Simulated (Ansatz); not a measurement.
# CdS (Greenockite, P6_3mc): lattice thermal conductivity, part 2 of 2

Wanted: κ(T), lifetimes and mean free paths for CdS (Greenockite).

Experimental results on record:
- thermal conductivity 16 W/m/K near room temperature (given in “Combining the AFLOW GIBBS and Elastic Libraries to efficiently and robustly screen thermo-mechanical properties of solids”, 2017, arXiv:1611.05714)

Ansatz 0.2.0; DFT r2SCAN, scalar-relativistic, plane waves, PAW; PAW set soft_1.

So far. Step 2 (Probe on a coarse mesh): The start is under 0.73 GPa at this level and looks like an insulator or semiconductor on this mesh. Step 4 (Tight relaxation): The residual pressure is 0.0011 GPa, small enough for phonons. The relaxed cell has a = 4.165, c = 6.768 Å (conventional setting).

The database entry behind the starting cell differs from later determinations by our own check (about 0.35 % long), so it need not match the best structure at ambient conditions.

## Step 6: Anharmonic force constants and conductivity

The supercell must be wider than twice the pair cutoff, and the number of displaced cells grows with the pairs inside it, which is where the cost lies.

input.yaml reads:

```yaml
crystal:
  lattice:
    - [4.1646339296, 0.0, 0.0]
    - [-2.0823169648, 3.6066787805, 0.0]
    - [0.0, 0.0, 6.7678360047]
  atoms:
    - { symbol: Cd, position: [0.3333333333, 0.6666666667, -0.0009558619] }
    - { symbol: Cd, position: [0.6666666667, 0.3333333333, 0.4990441381] }
    - { symbol: S, position: [0.3333333333, 0.6666666667, 0.3759558619] }
    - { symbol: S, position: [0.6666666667, 0.3333333333, 0.8759558619] }
kpoints:
  mp_grid: { grid: [9, 9, 4] }
hamiltonian:
  xc: r2scan
  pseudopotentials: { kind: paw, azcp: { folder: soft_1 } }
scf:
  occupations: { method: fixed }
  lower_state_search: "off"
output:
  eigenvalues: true
phonons:
  method: fd
  dielectric: true
  supercell: [3, 3, 2]
  temperatures: { t_max: 1000, t_step: 50 }
  qpath:
    path:
      - [[0.0, 0.0, 0.0], [0.5, 0.0, 0.0], [0.33333333, 0.33333333, 0.0], [0.0, 0.0, 0.0], [0.0, 0.0, 0.5], [0.5, 0.0, 0.5], [0.33333333, 0.33333333, 0.5], [0.0, 0.0, 0.5]]
      - [[0.5, 0.0, 0.5], [0.5, 0.0, 0.0]]
      - [[0.33333333, 0.33333333, 0.0], [0.33333333, 0.33333333, 0.5]]
    npoints: 10
  third_order: { supercell: [3, 3, 2], pair_cutoff: 4.367 }
  lattice_thermal_conductivity:
    qmesh: [13, 13, 7]
    temperatures: [100.0, 150.0, 200.0, 300.0, 400.0, 500.0, 600.0, 800.0]
    isotope_mass_variance:
      - { species: Cd, variance: 0.0002716 }
      - { species: S, variance: 0.0001651 }
```

On the command line:

```sh
> ansatz run input.yaml --threads 18 --pin off --max-ram 92160MiB --backend cuda --events-out ev --progress --plain --runs-dir out --max-vram 78GiB
```

Wall time 23 min (1 × NVIDIA GB200 with 18 threads of Arm Neoverse V2, shared host); peak memory 7.9 GiB; 2.3 h of CPU time.

Numbers from this step:

* lowest frequency on the path: 0 cm⁻¹
* zero-point energy: 0.1281 eV/cell
* point group: 6mm
* highest frequency: 295.9 cm⁻¹
* Debye temperature from the second moment: 370 K
* κ at 300 K (relaxation time): 14.65 W/m/K
* κ at 300 K (full solution): 16.38 W/m/K
* dipole term: run
* mean free path at half of κ: 85 nm
* share of κ above the three lowest branches: 0.263
* third-order blocks: 616
* periodic aliases dropped: 24
* largest relative sum-rule correction: 0.4456
* displaced cells, third order: 244

LO-TO term included. The phonon branches at the labelled points (cm⁻¹):

| point | branch 1 | branch 2 | branch 3 | branch 4 | branch 9 | branch 10 | branch 11 | branch 12 |
| --- | --- | --- | --- | --- | --- | --- | --- | --- |
| Γ | 0 | 0 | 0 | 42 | 245 | 245 | 294 | 295 |
| halfway | 30 | 39 | 47 | 75 | 257 | 268 | 289 | 294 |
| M | 43 | 61 | 63 | 68 | 270 | 274 | 290 | 296 |
| halfway | 57 | 62 | 67 | 70 | 268 | 276 | 286 | 295 |
| K | 66 | 66 | 68 | 75 | 273 | 277 | 277 | 295 |
| halfway | 43 | 43 | 56 | 73 | 261 | 270 | 288 | 292 |
| Γ | 0 | 0 | 0 | 42 | 245 | 245 | 294 | 295 |
| halfway | 20 | 20 | 41 | 41 | 243 | 243 | 292 | 294 |
| A | 34 | 34 | 34 | 34 | 238 | 238 | 293 | 293 |
| halfway | 45 | 45 | 54 | 54 | 256 | 256 | 289 | 289 |
| L | 52 | 52 | 54 | 54 | 261 | 261 | 294 | 294 |
| halfway | 47 | 47 | 66 | 66 | 271 | 271 | 291 | 291 |
| H | 44 | 44 | 74 | 74 | 281 | 281 | 285 | 285 |
| halfway | 51 | 51 | 53 | 53 | 259 | 259 | 288 | 288 |
| A | 34 | 34 | 34 | 34 | 238 | 238 | 293 | 293 |
| jump to L | 52 | 52 | 54 | 54 | 261 | 261 | 294 | 294 |
| halfway | 47 | 56 | 60 | 61 | 267 | 269 | 291 | 296 |
| M | 43 | 61 | 63 | 68 | 270 | 274 | 290 | 296 |
| jump to K | 66 | 66 | 68 | 75 | 273 | 277 | 277 | 295 |
| halfway | 56 | 56 | 70 | 75 | 277 | 280 | 280 | 292 |
| H | 44 | 44 | 74 | 74 | 281 | 281 | 285 | 285 |

W/m/K. Kappa, by row:

| T (K) | RTA xx | RTA yy | RTA zz | full xx | full yy | full zz | coherence part xx | coherence part yy | coherence part zz | ending | iterations | least Ritz value |
| --- | --- | --- | --- | --- | --- | --- | --- | --- | --- | --- | --- | --- |
| 100 | 46.7 | 46.7 | 48.93 | 53.05 | 53.05 | 52.86 | 0.01402 | 0.01402 | 0.005878 | converged | 7 | 0.691 |
| 150 | 29.77 | 29.77 | 30.68 | 33.78 | 33.78 | 33.01 | 0.02324 | 0.02324 | 0.01117 | converged | 7 | 0.66 |
| 200 | 21.95 | 21.95 | 22.45 | 24.94 | 24.94 | 24.13 | 0.0306 | 0.0306 | 0.01558 | converged | 7 | 0.639 |
| 300 | 14.57 | 14.57 | 14.8 | 16.62 | 16.62 | 15.89 | 0.04121 | 0.04121 | 0.02255 | converged | 8 | 0.612 |
| 400 | 10.98 | 10.98 | 11.12 | 12.57 | 12.57 | 11.94 | 0.04866 | 0.04866 | 0.02826 | converged | 8 | 0.597 |
| 500 | 8.841 | 8.841 | 8.931 | 10.15 | 10.15 | 9.592 | 0.05436 | 0.05436 | 0.03333 | converged | 8 | 0.587 |
| 600 | 7.411 | 7.411 | 7.475 | 8.521 | 8.521 | 8.03 | 0.05905 | 0.05905 | 0.03798 | converged | 8 | 0.579 |
| 800 | 5.616 | 5.616 | 5.653 | 6.472 | 6.472 | 6.073 | 0.06675 | 0.06675 | 0.04641 | converged | 8 | 0.57 |

The lattice thermal conductivity by temperature:

| temperature (K) | RTA xx (W/m/K) | RTA zz (W/m/K) | full xx (W/m/K) | full zz (W/m/K) |
| --- | --- | --- | --- | --- |
| 100 | 46.7 | 48.9 | 53.0 | 52.9 |
| 150 | 29.8 | 30.7 | 33.8 | 33.0 |
| 200 | 21.9 | 22.4 | 24.9 | 24.1 |
| 300 | 14.6 | 14.8 | 16.6 | 15.9 |
| 400 | 11.0 | 11.1 | 12.6 | 11.9 |
| 500 | 8.84 | 8.93 | 10.2 | 9.59 |
| 600 | 7.41 | 7.47 | 8.52 | 8.03 |
| 800 | 5.62 | 5.65 | 6.47 | 6.07 |

The modes has structure finer than the step of the table below, so its rows give means over 10 cm⁻¹, whole bins alone (the curve runs from -10 to 315 cm⁻¹). Peaks (cm⁻¹: height): Cd 49.2: 0.113, 135.0: 0.0952, 253.4: 0.0208, 290.2: 0.0155; S 253.4: 0.126, 290.2: 0.187.

Phonopy on the run's constants, 15x15x9 mesh, Gaussian sigma 2.3 cm⁻¹. Table of modes by wavenumber; means over each step; values in 1/cm⁻¹/cell:

| wavenumber (cm⁻¹) | Cd | S |
| --- | --- | --- |
| 0 | 1.5e-4 | 4.3e-5 |
| 10 | 0.00178 | 4.9e-4 |
| 20 | 0.00581 | 0.00152 |
| 30 | 0.0161 | 0.00384 |
| 40 | 0.0534 | 0.0106 |
| 50 | 0.107 | 0.0179 |
| 60 | 0.0968 | 0.0133 |
| 70 | 0.0665 | 0.00759 |
| 80 | 0.00893 | 0.00125 |
| 90 | 0.00604 | 0.00108 |
| 100 | 0.00849 | 0.00128 |
| 110 | 0.0141 | 0.00168 |
| 120 | 0.0293 | 0.00227 |
| 130 | 0.0725 | 0.00245 |
| 140 | 0.0468 | 7.1e-4 |
| 150 | 2.2e-4 | 3.2e-6 |
| 160 | 0 | 0 |
| 170 | 0 | 0 |
| 180 | 0 | 0 |
| 190 | 0 | 0 |
| 200 | 0 | 0 |
| 210 | 0 | 0 |
| 220 | 1.1e-4 | 4.0e-4 |
| 230 | 0.00237 | 0.00932 |
| 240 | 0.00885 | 0.0401 |
| 250 | 0.0176 | 0.0995 |
| 260 | 0.0138 | 0.0987 |
| 270 | 0.00735 | 0.0790 |
| 280 | 0.00262 | 0.0398 |
| 290 | 0.0116 | 0.145 |
| 300 | 0.00166 | 0.0224 |

Distinct triplets, nearest first. Third order norms, by row:

| sites | side 1 (Å) | side 2 (Å) | side 3 (Å) | norm of the 27 components (eV/Å³) |
| --- | --- | --- | --- | --- |
| Cd-Cd-Cd | 0 | 0 | 0 | 47.42 |
| S-S-S | 0 | 0 | 0 | 50.18 |
| Cd-S-S | 0 | 2.54 | 2.54 | 20.69 |
| Cd-S-Cd | 0 | 2.54 | 2.54 | 20.7 |
| Cd-Cd-S | 0 | 2.55 | 2.55 | 20.09 |
| Cd-S-S | 0 | 2.55 | 2.55 | 20.23 |
| Cd-Cd-S | 2.54 | 2.55 | 4.15 | 0.417 |
| Cd-S-S | 2.54 | 2.55 | 4.15 | 0.575 |
| Cd-Cd-Cd | 0 | 4.15 | 4.15 | 0.425 |
| Cd-Cd-Cd | 0 | 4.15 | 4.15 | 0.472 |
| S-S-S | 0 | 4.15 | 4.15 | 1.019 |
| S-S-S | 0 | 4.15 | 4.15 | 0.994 |
| Cd-Cd-S | 2.54 | 2.54 | 4.16 | 0.403 |
| Cd-S-S | 2.54 | 2.54 | 4.16 | 0.607 |
| Cd-Cd-Cd | 4.15 | 4.15 | 4.16 | 0.066 |
| Cd-Cd-Cd | 4.15 | 4.15 | 4.16 | 0.025 |
| S-S-S | 4.15 | 4.15 | 4.16 | 0.043 |
| S-S-S | 4.15 | 4.15 | 4.16 | 0.17 |
| Cd-Cd-Cd | 0 | 4.16 | 4.16 | 0.427 |
| Cd-Cd-Cd | 4.16 | 4.16 | 4.16 | 0.067 |
| Cd-Cd-Cd | 4.16 | 4.16 | 4.16 | 0.024 |
| S-S-S | 0 | 4.16 | 4.16 | 0.962 |
| S-S-S | 4.16 | 4.16 | 4.16 | 0.144 |
| S-S-S | 4.16 | 4.16 | 4.16 | 0.036 |
| Cd-Cd-S | 2.54 | 4.15 | 4.22 | 0.113 |
| Cd-S-S | 2.54 | 4.15 | 4.22 | 0.078 |
| Cd-S-S | 0 | 4.22 | 4.22 | 0.138 |
| Cd-S-Cd | 0 | 4.22 | 4.22 | 0.183 |

Born charge (rows field, columns displacement) (e), principal values of the symmetric part by kind of site:

| atom | atoms with these values | low | middle | high | mean |
| --- | --- | --- | --- | --- | --- |
| Cd1 | 2 | 2.15 | 2.15 | 2.23 | 2.17 |
| S3 | 2 | -2.23 | -2.15 | -2.15 | -2.17 |

In full for S3:

```
-2.15  0.00  0.00
 0.00 -2.15  0.00
 0.00  0.00 -2.23
```

RTA, 300 K. Kappa by branch, by row:

| branch (by rank) | mean frequency (THz) | mean rms speed (km/s) | median lifetime (ps) | share of kappa |
| --- | --- | --- | --- | --- |
| 1 | 1.3 | 0.98 | 41.7 | 0.227 |
| 2 | 1.45 | 1.09 | 44.1 | 0.275 |
| 3 | 1.69 | 0.91 | 37.4 | 0.235 |
| 4 | 1.95 | 0.94 | 25.7 | 0.115 |
| 5 | 3.38 | 1.8 | 7.16 | 0.104 |
| 6 | 3.94 | 0.74 | 7.68 | 0.013 |
| 7 | 7.42 | 0.69 | 2.66 | 0.004 |
| 8 | 7.54 | 0.77 | 3.43 | 0.006 |
| 9 | 7.84 | 0.77 | 5.56 | 0.009 |
| 10 | 8.02 | 0.82 | 6.2 | 0.011 |
| 11 | 8.64 | 0.33 | 2.1 | 0.001 |
| 12 | 8.77 | 0.27 | 1.57 | 0 |

Spectral kappa at 300 K against frequency; read off at these points; values in W/m/K/THz:

| frequency (THz) | relaxation time (W/m/K/THz) | full solution (W/m/K/THz) |
| --- | --- | --- |
| 0.10 | 0 | 0 |
| 0.30 | 2.79 | 2.82 |
| 0.50 | 3.34 | 3.62 |
| 0.90 | 14.0 | 15.1 |
| 1.10 | 9.76 | 11.0 |
| 1.30 | 6.81 | 8.18 |
| 1.50 | 8.34 | 9.83 |
| 1.70 | 8.50 | 9.68 |
| 2.10 | 2.31 | 2.50 |
| 2.30 | 0.982 | 1.07 |
| 2.50 | 0.449 | 0.453 |
| 2.70 | 0.763 | 0.798 |
| 2.90 | 0.266 | 0.272 |
| 3.10 | 0.606 | 0.686 |
| 3.50 | 0.411 | 0.445 |
| 3.70 | 0.696 | 0.773 |
| 3.90 | 0.692 | 0.778 |
| 4.10 | 0.335 | 0.364 |
| 4.30 | 0.00500 | 0.00615 |
| 4.70 | 0 | 0 |
| 4.90 | 0 | 0 |
| 5.10 | 0 | 0 |
| 5.30 | 0 | 0 |
| 5.50 | 0 | 0 |
| 5.90 | 0 | 0 |
| 6.10 | 0 | 0 |
| 6.30 | 0 | 0 |
| 6.50 | 0 | 0 |
| 6.70 | 6.8e-4 | 3.2e-4 |
| 6.90 | 0.0182 | 0.0142 |
| 7.30 | 0.115 | 0.159 |
| 7.50 | 0.341 | 0.432 |
| 7.70 | 0.492 | 0.527 |
| 7.90 | 0.512 | 0.563 |
| 8.10 | 0.435 | 0.502 |
| 8.50 | 0.0378 | 0.0179 |
| 8.70 | 0.0549 | 0.0506 |
| 8.90 | 0.00437 | 0.0110 |

Relaxation-time solution. The share of κ carried by shorter paths by mean free path:

| mean free path (nm) | 100 K | 300 K | 800 K |
| --- | --- | --- | --- |
| 0.464 | 0 | 0 | 0.001 |
| 0.681 | 0 | 0 | 0.004 |
| 1 | 0 | 0.001 | 0.007 |
| 1.47 | 0 | 0.002 | 0.013 |
| 2.15 | 0 | 0.005 | 0.027 |
| 3.16 | 0 | 0.009 | 0.056 |
| 4.64 | 0.001 | 0.021 | 0.086 |
| 6.81 | 0.003 | 0.037 | 0.11 |
| 10 | 0.007 | 0.066 | 0.155 |
| 14.7 | 0.011 | 0.086 | 0.269 |
| 21.5 | 0.015 | 0.118 | 0.39 |
| 31.6 | 0.037 | 0.197 | 0.522 |
| 46.4 | 0.054 | 0.331 | 0.625 |
| 68.1 | 0.087 | 0.416 | 0.735 |
| 100 | 0.168 | 0.542 | 0.795 |
| 147 | 0.265 | 0.641 | 0.852 |
| 215 | 0.343 | 0.729 | 0.893 |
| 316 | 0.393 | 0.797 | 0.911 |
| 464 | 0.511 | 0.876 | 1 |
| 681 | 0.596 | 0.894 | 1 |
| 1000 | 0.728 | 0.907 | 1 |
| 1470 | 0.82 | 1 | 1 |
| 2150 | 0.854 | 1 | 1 |
| 3160 | 0.893 | 1 | 1 |
| 4640 | 1 | 1 | 1 |

300 K; a sample spread over frequency. Mode lifetimes, by row, the first 40 of 90 rows:

| q1 | q2 | q3 | branch | frequency (THz) | rms speed (km/s) | three-phonon rate (1/ps) | isotope rate (1/ps) | lifetime (ps) | mean free path (nm) |
| --- | --- | --- | --- | --- | --- | --- | --- | --- | --- |
| 0 | 0.0769 | 0 | 1 | 0.292 | 1.36 | 0.00427 | 7.09e-7 | 234 | 319 |
| 0.0769 | 0.0769 | 0.1429 | 2 | 0.673 | 1.68 | 0.0064 | 3.78e-5 | 155 | 261 |
| 0 | 0.1538 | 0.2857 | 1 | 0.898 | 1.34 | 0.00787 | 1.51e-4 | 125 | 167 |
| 0.0769 | 0.1538 | 0.2857 | 1 | 1.029 | 1.57 | 0.0157 | 3.10e-4 | 62.3 | 97.7 |
| 0 | 0.2308 | 0.2857 | 2 | 1.123 | 1.5 | 0.0184 | 4.80e-4 | 53 | 79.3 |
| 0 | 0 | 0.2857 | 4 | 1.209 | 0.33 | 0.0157 | 9.48e-4 | 60.1 | 19.6 |
| 0 | 0 | 0.1429 | 5 | 1.255 | 0.13 | 0.0201 | 0.00166 | 45.9 | 5.81 |
| 0.1538 | 0.2308 | 0.2857 | 1 | 1.276 | 0.7 | 0.0246 | 0.00102 | 39 | 27.4 |
| 0.0769 | 0.3077 | 0.2857 | 1 | 1.324 | 0.66 | 0.0228 | 0.00158 | 41 | 27.1 |
| 0 | 0.3077 | 0 | 2 | 1.376 | 1.25 | 0.0135 | 0.00468 | 55.1 | 69 |
| 0.0769 | 0.3846 | 0.1429 | 1 | 1.396 | 1.03 | 0.0228 | 0.0029 | 38.9 | 40.2 |
| 0.0769 | 0.4615 | 0.1429 | 1 | 1.423 | 1.02 | 0.0235 | 0.00282 | 38.1 | 38.8 |
| 0.0769 | 0.2308 | 0.4286 | 2 | 1.469 | 0.98 | 0.019 | 0.00307 | 45.4 | 44.6 |
| 0 | 0.3077 | 0.4286 | 3 | 1.489 | 0.73 | 0.0202 | 0.00294 | 43.1 | 31.4 |
| 0.1538 | 0.3077 | 0.1429 | 1 | 1.538 | 1.11 | 0.023 | 0.00373 | 37.5 | 41.5 |
| 0.0769 | 0.3846 | 0.4286 | 2 | 1.564 | 0.77 | 0.0237 | 0.0041 | 35.9 | 27.7 |
| 0.1538 | 0.2308 | 0.4286 | 2 | 1.613 | 1.07 | 0.0277 | 0.00306 | 32.5 | 34.6 |
| 0.1538 | 0.3077 | 0.1429 | 2 | 1.656 | 1.05 | 0.0215 | 0.0032 | 40.5 | 42.7 |
| 0.0769 | 0.0769 | 0.1429 | 4 | 1.692 | 3.63 | 0.0265 | 0.00336 | 33.4 | 121 |
| 0.2308 | 0.2308 | 0.1429 | 2 | 1.718 | 1.12 | 0.021 | 0.00404 | 39.9 | 44.7 |
| 0.1538 | 0.2308 | 0.4286 | 4 | 1.756 | 0.97 | 0.0265 | 0.00451 | 32.3 | 31.4 |
| 0.1538 | 0.2308 | 0.1429 | 3 | 1.791 | 1.13 | 0.028 | 0.00441 | 30.8 | 35 |
| 0.1538 | 0.3846 | 0.2857 | 3 | 1.833 | 0.96 | 0.0278 | 0.00429 | 31.1 | 29.9 |
| 0.0769 | 0.4615 | 0.1429 | 3 | 1.89 | 0.5 | 0.0309 | 0.00443 | 28.3 | 14.2 |
| 0.2308 | 0.3846 | 0 | 2 | 1.913 | 0.56 | 0.0324 | 0.00398 | 27.5 | 15.5 |
| 0.2308 | 0.3077 | 0.2857 | 3 | 1.97 | 0.86 | 0.0286 | 0.00483 | 29.9 | 25.8 |
| 0.3077 | 0.3077 | 0 | 2 | 2.007 | 0.4 | 0.0233 | 0.00489 | 35.5 | 14.3 |
| 0.0769 | 0.1538 | 0 | 4 | 2.045 | 1.45 | 0.0326 | 0.00466 | 26.9 | 39 |
| 0.1538 | 0.1538 | 0.1429 | 4 | 2.108 | 0.66 | 0.0436 | 0.00449 | 20.8 | 13.7 |
| 0.2308 | 0.2308 | 0 | 4 | 2.154 | 0.33 | 0.052 | 0.0038 | 17.9 | 5.95 |
| 0.1538 | 0.2308 | 0 | 4 | 2.207 | 0.21 | 0.0475 | 0.00242 | 20 | 4.21 |
| 0 | 0.0769 | 0.4286 | 5 | 2.582 | 3.26 | 0.211 | 0.00236 | 4.68 | 15.2 |
| 0 | 0.3077 | 0 | 5 | 3.063 | 2.64 | 0.202 | 0.00115 | 4.92 | 13 |
| 0.1538 | 0.1538 | 0.4286 | 5 | 3.352 | 2.33 | 0.268 | 0.0024 | 3.7 | 8.6 |
| 0.1538 | 0.3077 | 0.1429 | 5 | 3.598 | 1.59 | 0.186 | 0.00474 | 5.23 | 8.3 |
| 0.0769 | 0.2308 | 0.4286 | 6 | 3.668 | 1.76 | 0.215 | 0.00623 | 4.53 | 7.99 |
| 0 | 0.3846 | 0.2857 | 5 | 3.789 | 1.71 | 0.166 | 0.0118 | 5.64 | 9.66 |
| 0.0769 | 0.0769 | 0.1429 | 6 | 3.847 | 0.77 | 0.173 | 0.0187 | 5.21 | 4 |
| 0.1538 | 0.1538 | 0 | 6 | 3.901 | 0.26 | 0.142 | 0.0211 | 6.12 | 1.6 |
| 0.0769 | 0.3077 | 0.4286 | 6 | 3.958 | 1.28 | 0.113 | 0.0166 | 7.72 | 9.88 |

Without the LO-TO term. Gamma linewidths, by row:

| branch | frequency (cm⁻¹) | three-phonon rate (1/ps) | isotope rate (1/ps) | FWHM (cm⁻¹) |
| --- | --- | --- | --- | --- |
| 4 | 42.3 | 0.0215 | 0.00131 | 0.121 |
| 5 | 42.3 | 0.0215 | 0.00131 | 0.121 |
| 6 | 133.5 | 0.121 | 0.0188 | 0.744 |
| 7 | 223.2 | 0.619 | 0 | 3.28 |
| 8 | 231.2 | 0.645 | 8.79e-4 | 3.43 |
| 9 | 231.2 | 0.645 | 8.79e-4 | 3.43 |
| 10 | 244.8 | 0.526 | 0.0285 | 2.94 |
| 11 | 244.8 | 0.526 | 0.0285 | 2.94 |
| 12 | 295.2 | 0.163 | 0.0202 | 0.972 |

W/m/K, third of the trace; RTA populations with a boundary rate v/L added to each mode (Matthiessen's rule). Kappa by grain size, by row:

| T (K) | bulk | 10 nm | 30 nm | 100 nm | 300 nm | 1000 nm | 10000 nm | 100000 nm |
| --- | --- | --- | --- | --- | --- | --- | --- | --- |
| 100 | 47.43 | 2.433 | 5.693 | 12.25 | 20.71 | 30.76 | 43.7 | 46.98 |
| 300 | 14.61 | 2.285 | 4.421 | 7.522 | 10.29 | 12.53 | 14.31 | 14.58 |
| 600 | 7.38 | 1.832 | 3.181 | 4.786 | 5.97 | 6.783 | 7.306 | 7.373 |

W/m/K, third of the trace; RTA populations with the isotope rates scaled. Kappa by mass disorder, by row:

| T (K) | no isotopes | as typed | variance x 3 | variance x 10 | variance x 30 |
| --- | --- | --- | --- | --- | --- |
| 100 | 60.11 | 47.43 | 36.16 | 23.1 | 13.95 |
| 300 | 15.85 | 14.61 | 12.9 | 9.833 | 6.731 |
| 600 | 7.701 | 7.38 | 6.864 | 5.714 | 4.239 |

At 300 K the relaxation-time value is 14.7 W/(m K).

## Step 7: What came out

```
highest frequency                          : 295.9 cm⁻¹
Debye temperature from the second moment   : 370 K
κ at 300 K (relaxation time)               : 14.65 W/m/K
κ at 300 K (full solution)                 : 16.38 W/m/K
mean free path at half of κ                : 85 nm
share of κ above the three lowest branches : 0.263
```

What this shows: The lattice of CdS (Greenockite) conducts 16.4 W/(m K) at 300 K by r2SCAN (mean over directions, full solution). The full solution lies +12 % from the relaxation-time value at 300 K. Above 300 K the relaxation-time κ falls as T^-0.97, near the 1/T law of three-phonon scattering. Grains of 100 nm would keep 51 % of the bulk value at 300 K, and grains of 1 µm 86 %. Removing the natural isotope disorder raises κ at 300 K by 8 %. A measured thermal conductivity near room temperature is 16 W/m/K (arXiv:1611.05714); the calculated 16.4 W/m/K differs by +2 %. Part of this agreement may be a cancellation, since four-phonon scattering and the shift of frequencies with temperature are both left out. The sum rules changed one orbit of cubic constants by up to 45 %; by the manual a large change points to a short cutoff or, on a small and distant orbit, to noisy forces. The conductivities include the coherence part between close branches; the shares for grains, isotopes, branches and paths are of the relaxation-time populations alone. Cubic couplings among atoms farther apart than the pair cutoff are dropped, and neither the cutoff nor the q-mesh was shown to be converged here. The interpolation has no quadrupole term, so branches near the zone centre are less sure, since this crystal has sites that are not centres of inversion. The PAW files were made for PBE and are used here under another functional, for which the program regenerates the frozen cores.

[Logs are printed without paths, hosts, clocks, repeated set-up lines and the standing remarks that a program may print on its own settings, such as how far it seeks lower states.]

[Hosts, paths, dates, database ids (printed as entryN), source tags and the programs' standing remarks are cut or masked in the printed files.]

[A step with changed settings may run another functional than the one named; its input shows which.]
